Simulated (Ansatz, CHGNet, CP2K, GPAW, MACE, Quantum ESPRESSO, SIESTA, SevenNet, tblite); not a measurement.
## Generalised stacking fault on (111) (shuffle set) of a GaAs-GaSb solid solution (48 atoms): runs against a plane-wave reference

The cell holds 48 atoms: 24 Ga, 10 Sb and 14 As. Its edges and angles: a = 8.267 Å, b = 7.159 Å, c = 20.485 Å, α = 90.0°, β = 81.3°, γ = 90.0°. Zinc-blende GaAs (a = 5.8453 Å), cell with z along [111], 2 x 1 x 2 periods; the third cell vector is tilted by 0.750 of 1/2[1-10] and lengthened by 0 Å, so the cell holds one fault (shuffle set); displaced by a Gaussian of 0.01 Å; 10 of 24 As sites given to Sb at random (lattice constant by Vegard's rule between GaAs and GaSb) Then every atom was moved at random, 0.02 Å r.m.s. a Cartesian component.

Geometry: as built.

The reference, a calculation:

- method: Kohn-Sham DFT, PBE, PAW, plane waves (Ansatz 0.2.0); cutoff 420 eV, Γ point, fermi-dirac smearing of 0.05 eV; PAW set soft_2
- r.m.s. force component: 0.6675 eV/Å
- longest force: 2.353 eV/Å
- pressure: 4.926 GPa
- SCF cycles: 11
- time: 12 s on 8 threads of Arm Neoverse V1, shared host
- CPU time: 84 s

**Question.** The same geometry is run in other programs. How far does each lie from the reference, and what does it cost?
- CP2K PBE, DZVP-MOLOPT-SR, 1120/60 Ry, diagonalisation (CP2K 2026.2; 2 threads)
- CP2K LDA, DZVP-MOLOPT-SR, 800/60 Ry, diagonalisation (CP2K 2026.2; 2 threads)
- SIESTA vdW-DF, PBE potentials, DZP, shift 0.01 Ry, mesh 300 Ry (SIESTA 5.4.2; 2 MPI ranks)
- tblite GFN1-xTB (tblite 0.8.0; 1 thread)
- SIESTA PBE, DZP, shift 0.01 Ry, mesh 150 Ry (SIESTA 5.4.2; 1 thread)
- GPAW PBE, LCAO dzp, h 0.15 Å (GPAW 26.7.0; 1 thread)
- QE PBE, sssp-1.3.0-efficiency, 60/480 Ry (Quantum ESPRESSO 7.5; 4 MPI ranks)
- CP2K PBE, DZVP-MOLOPT-SR, 560/60 Ry, diagonalisation (CP2K 2026.2; 2 threads)
- SIESTA PBE, DZ, shift 0.01 Ry, mesh 300 Ry (SIESTA 5.4.2; 1 thread)
- CP2K PBE, SZV-MOLOPT-SR, 800/60 Ry, diagonalisation (CP2K 2026.2; 1 thread)

Differences are against the plane-wave reference, forces as r.m.s. over components; share is that over the reference's r.m.s. force, slope the least-squares factor from reference forces to these. Total energies of different programs have different zeros and aren't compared.

```
                                                           run  Δ force, r.m.s. (meV/Å)  share (%)  slope  Δ pressure (GPa)  cores  CPU time  memory (GiB)
                                                     reference                        -          -      -                 -      8      84 s           1.7
         CP2K PBE, DZVP-MOLOPT-SR, 1120/60 Ry, diagonalisation                     19.1       2.87  1.024             0.783      2   9.1 min           7.8
          CP2K LDA, DZVP-MOLOPT-SR, 800/60 Ry, diagonalisation                     52.8       7.91  0.940             -3.72      2   6.3 min           4.2
SIESTA vdW-DF, PBE potentials, DZP, shift 0.01 Ry, mesh 300 Ry                     58.5       8.77  1.023              3.38      2    13 min             2
                                               tblite GFN1-xTB                      295       44.2  1.209              3.99      1     4.6 s          0.12
          SIESTA PBE, DZP, shift 0.01 Ry, mesh 150 Ry (coarse)                     55.1       8.25  0.996             0.948      1   2.2 min          0.57
                                  GPAW PBE, LCAO dzp, h 0.15 Å                     41.8       6.27  1.048                 -      1   7.1 min           2.9
                      QE PBE, sssp-1.3.0-efficiency, 60/480 Ry                      5.2      0.779  1.000           -0.0263      4    52 min           3.8
 CP2K PBE, DZVP-MOLOPT-SR, 560/60 Ry, diagonalisation (coarse)                     70.5       10.6  1.022             0.813      2   6.5 min           2.8
           SIESTA PBE, DZ, shift 0.01 Ry, mesh 300 Ry (coarse)                     41.7       6.25  1.022            -0.253      1   2.1 min          0.75
  CP2K PBE, SZV-MOLOPT-SR, 800/60 Ry, diagonalisation (coarse)                      178       26.7  1.170              1.77      1   4.7 min           4.3
```

Rows marked coarse use a setting chosen to be so.

CPU time is summed over cores on a shared host, where runs went side by side, so it is rough. Symmetry, cutoffs, thresholds, outputs and thread counts weren't matched or tuned between programs; memory under MPI is the largest rank's times the ranks.

PBE on plane waves or a grid with other potentials, cutoffs or grids, coarse settings apart, differs from the reference by 0.78 % (QE PBE, sssp-1.3.0-efficiency, 60/480 Ry) of the r.m.s. force; this holds the reference's own error, so differences of a few per cent don't tell which side is nearer the exact PBE result (QE's 60 Ry are 816 eV, against the reference's 420 eV). The PBE runs in local orbitals, coarse settings apart, differ by 2.9 % (CP2K PBE, DZVP-MOLOPT-SR, 1120/60 Ry, diagonalisation) to 6.3 % (GPAW PBE, LCAO dzp, h 0.15 Å); basis, grid and potentials can all enter. Tight binding differs by 44 % (tblite GFN1-xTB); it is another model, with fitted parameters of its own, and the xTB methods hold dispersion. Rows with another functional or a dispersion term differ by 7.9 % (CP2K LDA, DZVP-MOLOPT-SR, 800/60 Ry, diagonalisation) to 8.8 % (SIESTA vdW-DF, PBE potentials, DZP, shift 0.01 Ry, mesh 300 Ry), which mixes the change of model with differences of basis and potentials, some of them made for another functional. Periodic xTB results under one method name differ between programs and library versions. The electronic-structure runs sample only Γ, in a cell whose shortest periodic width is 7 Å, which is coarse for a cell with partly filled levels.

[Long decimals in the printed logs are rounded to 6 places.]

[Logs are printed without paths, hosts, clocks, repeated set-up lines and the standing remarks that a program may print on its own settings, such as how far it seeks lower states.]

[Hosts, paths, dates, database ids (printed as entryN), source tags and the programs' standing remarks are cut or masked in the printed files.]
